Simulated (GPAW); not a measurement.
# 1T-IrSSe monolayer in an electric field, part 2 of 3

How does 1T-IrSSe monolayer screen a perpendicular field?

GPAW 26.7.0; GPAW, PAW setups; layer in a repeated cell with vacuum, relaxation of atoms and in-plane cell (the session's first sound run).

So far, dipole along the normal (e·Å): step 2 (relaxing the atoms) 0.00174; step 3 (plane waves, PBE) 0.00133.

## (4) In a field

A uniform field along the normal polarises the slab; the atoms stay fixed, so this is the electronic response alone.

run.py reads:

```python
import json
import numpy as np
from ase import Atoms
from gpaw import GPAW, PW
from gpaw.external import ConstantElectricField

slab = Atoms(
    ['Se', 'Ir', 'S'],
    positions=[
        [1.81465, 1.04769, 8.00000],
        [-0.00000, -0.00000, 9.43302],
        [-0.00000, 2.09538, 10.48169]],
    cell=[[3.6293, 0.0, 0.0], [-1.81465, 3.14307, 0.0], [0.0, 0.0, 18.4817]],
    pbc=[True, True, False])

slab.calc = GPAW(mode=PW(400), xc='PBE', kpts={'size': (9, 9, 1), 'gamma': True},
                 occupations={'name': 'fermi-dirac', 'width': 0.05}, nbands='160%',
                 convergence={'density': 1e-05}, maxiter=200,
                 poissonsolver={'dipolelayer': 'xy'},
                 external=ConstantElectricField(-0.2, [0, 0, 1]),
                 symmetry={'tolerance': 1e-3}, txt='slab.txt')
result = {}
energy = slab.get_potential_energy()
fermi = slab.calc.get_fermi_level()
v = slab.calc.get_electrostatic_potential().mean((0, 1)) - fermi
n = slab.calc.get_pseudo_density().mean((0, 1))
L = slab.cell[2, 2]
z = np.arange(len(v)) * L / len(v)
low, high = slab.positions[:, 2].min(), slab.positions[:, 2].max()
below, above = np.interp([low - 5.8, high + 5.8], z, v)
slopes = [np.interp(x, z, np.gradient(v, z)) for x in (low - 5.8, high + 5.8)]
eps = np.array([[slab.calc.get_eigenvalues(k, s) for k in range(len(slab.calc.get_ibz_k_points()))]
                for s in range(slab.calc.get_number_of_spins())]) - fermi
top, bottom = eps[eps < 0].max(), eps[eps > 0].min()
dipole = slab.get_dipole_moment()[2]
print(f'energy {energy:.4f} eV, Fermi level {fermi:.4f} eV, dipole {dipole:.5f} e A')
print(f'potential 5.8 A off the faces, from the Fermi level: lower {below:.4f} eV, upper {above:.4f} eV')
print(f'slope of the potential there: lower {slopes[0]:.5f}, upper {slopes[1]:.5f} eV/A')
print(f'nearest levels on the mesh: {top:.4f} and {bottom:.4f} eV')
print('magnetic moment', round(slab.get_magnetic_moment(), 3))
result.update(energy=energy, fermi=fermi, dipole=dipole, below=below, above=above, slopes=slopes, edges=[top, bottom],
              z=z.tolist(), v=v.tolist(), n=n.tolist(), positions=slab.positions.tolist(),
              forces=slab.get_forces(apply_constraint=False).tolist(), moments=slab.get_magnetic_moments().tolist())
json.dump(result, open('result.json', 'w'))
```

On the command line:

```
OMP_NUM_THREADS=1 OPENBLAS_NUM_THREADS=1 python run.py
```

It took 55 s on 1 thread of Intel Xeon Platinum 8488C (Sapphire Rapids), shared host; peak memory 0.27 GiB.

Numbers from this step:

```
dipole along the normal                                         : -0.05634 e·Å
levels nearest the Fermi level on the mesh                      : -0.05481, 0.1694 eV from the Fermi level
potential below the slab, the applied field's own ramp left out : 5.013 eV from the Fermi level
potential above the slab, the applied field's own ramp left out : 5.907 eV from the Fermi level
```

Electrostatic potential energy of an electron (without an applied field's), less the Fermi level, planar mean against z:

```
z (Å)  electrostatic potential energy of an electron (without an applied field's), less the Fermi level, planar mean (eV)
  0.0                                                                                                                5.46
  0.5                                                                                                                5.01
  1.0                                                                                                                5.01
  1.5                                                                                                                5.01
  2.0                                                                                                                5.01
  2.5                                                                                                                5.01
  3.0                                                                                                                5.01
  3.5                                                                                                                5.01
  4.0                                                                                                                5.01
  4.5                                                                                                                5.01
  5.0                                                                                                                5.01
  5.5                                                                                                                4.99
  6.0                                                                                                                4.89
  6.5                                                                                                                4.49
  7.0                                                                                                                2.69
  7.5                                                                                                               -4.49
  8.0                                                                                                               -16.5
  8.5                                                                                                               -7.56
  9.0                                                                                                               -9.96
  9.5                                                                                                               -16.4
 10.0                                                                                                               -11.8
 10.5                                                                                                               -14.5
 11.0                                                                                                               -1.75
 11.5                                                                                                                4.24
 12.0                                                                                                                5.56
 12.5                                                                                                                5.83
 13.0                                                                                                                5.89
 13.5                                                                                                                5.90
 14.0                                                                                                                5.91
 14.5                                                                                                                5.91
 15.0                                                                                                                5.91
 15.5                                                                                                                5.91
 16.0                                                                                                                5.91
 16.5                                                                                                                5.91
 17.0                                                                                                                5.91
 17.5                                                                                                                5.91
 18.0                                                                                                                5.91
```

The dipole is now -0.0563 e Å, against 0.0013 in the run without a field.

## (5) Field on

Changes to run.py since step 4:

```diff
@@ -19,3 +19,3 @@
                  poissonsolver={'dipolelayer': 'xy'},
-                 external=ConstantElectricField(-0.2, [0, 0, 1]),
+                 external=ConstantElectricField(-0.1, [0, 0, 1]),
                  symmetry={'tolerance': 1e-3}, txt='slab.txt')
```

Elapsed: 55 s, on 1 thread; peak memory 0.27 GiB.

This step gave:

```yaml
dipole_along_the_normal: -0.02756 e·Å
levels_nearest_the_fermi_level_on_the_mesh: -0.05415, 0.1691 eV from the Fermi level
potential_below_the_slab_the_applied_field_s_own_ramp_left_out: 5.246 eV from the Fermi level
potential_above_the_slab_the_applied_field_s_own_ramp_left_out: 5.683 eV from the Fermi level
```

Table of electrostatic potential energy of an electron (without an applied field's), less the Fermi level, planar mean by z:

```
z (Å)  electrostatic potential energy of an electron (without an applied field's), less the Fermi level, planar mean (eV)
  0.0                                                                                                                5.46
  0.5                                                                                                                5.25
  1.0                                                                                                                5.25
  1.5                                                                                                                5.25
  2.0                                                                                                                5.25
  2.5                                                                                                                5.25
  3.0                                                                                                                5.25
  3.5                                                                                                                5.25
  4.0                                                                                                                5.25
  4.5                                                                                                                5.24
  5.0                                                                                                                5.24
  5.5                                                                                                                5.22
  6.0                                                                                                                5.12
  6.5                                                                                                                4.71
  7.0                                                                                                                2.89
  7.5                                                                                                               -4.32
  8.0                                                                                                               -16.4
  8.5                                                                                                               -7.49
  9.0                                                                                                               -9.93
  9.5                                                                                                               -16.5
 10.0                                                                                                               -11.9
 10.5                                                                                                               -14.6
 11.0                                                                                                               -1.91
 11.5                                                                                                                4.04
 12.0                                                                                                                5.35
 12.5                                                                                                                5.61
 13.0                                                                                                                5.67
 13.5                                                                                                                5.68
 14.0                                                                                                                5.68
 14.5                                                                                                                5.68
 15.0                                                                                                                5.68
 15.5                                                                                                                5.68
 16.0                                                                                                                5.68
 16.5                                                                                                                5.68
 17.0                                                                                                                5.68
 17.5                                                                                                                5.68
 18.0                                                                                                                5.68
```

The dipole is now -0.0276 e Å, against 0.0013 in the run without a field.

## (6) Field on

Changes to run.py since step 5:

```diff
@@ -19,3 +19,3 @@
                  poissonsolver={'dipolelayer': 'xy'},
-                 external=ConstantElectricField(-0.1, [0, 0, 1]),
+                 external=ConstantElectricField(-0.05, [0, 0, 1]),
                  symmetry={'tolerance': 1e-3}, txt='slab.txt')
```

Elapsed: 57 s, on 1 thread; peak memory 0.27 GiB.

## (7) In a field

Changes to run.py since step 6:

```diff
@@ -19,3 +19,3 @@
                  poissonsolver={'dipolelayer': 'xy'},
-                 external=ConstantElectricField(-0.05, [0, 0, 1]),
+                 external=ConstantElectricField(0.05, [0, 0, 1]),
                  symmetry={'tolerance': 1e-3}, txt='slab.txt')
```

The job ended after 55 s (1 thread; peak memory 0.28 GiB).

## (8) Field on

Changes to run.py since step 7:

```diff
@@ -19,3 +19,3 @@
                  poissonsolver={'dipolelayer': 'xy'},
-                 external=ConstantElectricField(0.05, [0, 0, 1]),
+                 external=ConstantElectricField(0.1, [0, 0, 1]),
                  symmetry={'tolerance': 1e-3}, txt='slab.txt')
```

Elapsed: 57 s, on 1 thread; peak memory 0.27 GiB.

The dipole is now 0.0301 e Å, against 0.0013 in the run without a field.

## (9) In a field

Changes to run.py since step 8:

```diff
@@ -19,3 +19,3 @@
                  poissonsolver={'dipolelayer': 'xy'},
-                 external=ConstantElectricField(0.1, [0, 0, 1]),
+                 external=ConstantElectricField(0.2, [0, 0, 1]),
                  symmetry={'tolerance': 1e-3}, txt='slab.txt')
```

It took 55 s on 1 thread; peak memory 0.27 GiB.

Electrostatic potential energy of an electron (without an applied field's), less the Fermi level, planar mean against z:

```
z (Å)  electrostatic potential energy of an electron (without an applied field's), less the Fermi level, planar mean (eV)
    0                                                                                                                5.49
    1                                                                                                                5.95
    2                                                                                                                5.95
    3                                                                                                                5.95
    4                                                                                                                5.95
    5                                                                                                                5.94
    6                                                                                                                5.81
    7                                                                                                                3.48
    8                                                                                                               -16.0
    9                                                                                                               -9.87
   10                                                                                                               -12.1
   11                                                                                                               -2.41
   12                                                                                                                4.71
   13                                                                                                                5.01
   14                                                                                                                5.02
   15                                                                                                                5.02
   16                                                                                                                5.02
   17                                                                                                                5.02
   18                                                                                                                5.02
```

The dipole is now 0.0589 e Å, against 0.0013 in the run without a field.

[end of part 2 of 3]

[Logs are printed without paths, hosts, clocks, repeated set-up lines and the standing remarks that a program may print on its own settings, such as how far it seeks lower states.]

[Hosts, paths, dates, database ids (printed as entryN), source tags and the programs' standing remarks are cut or masked in the printed files.]
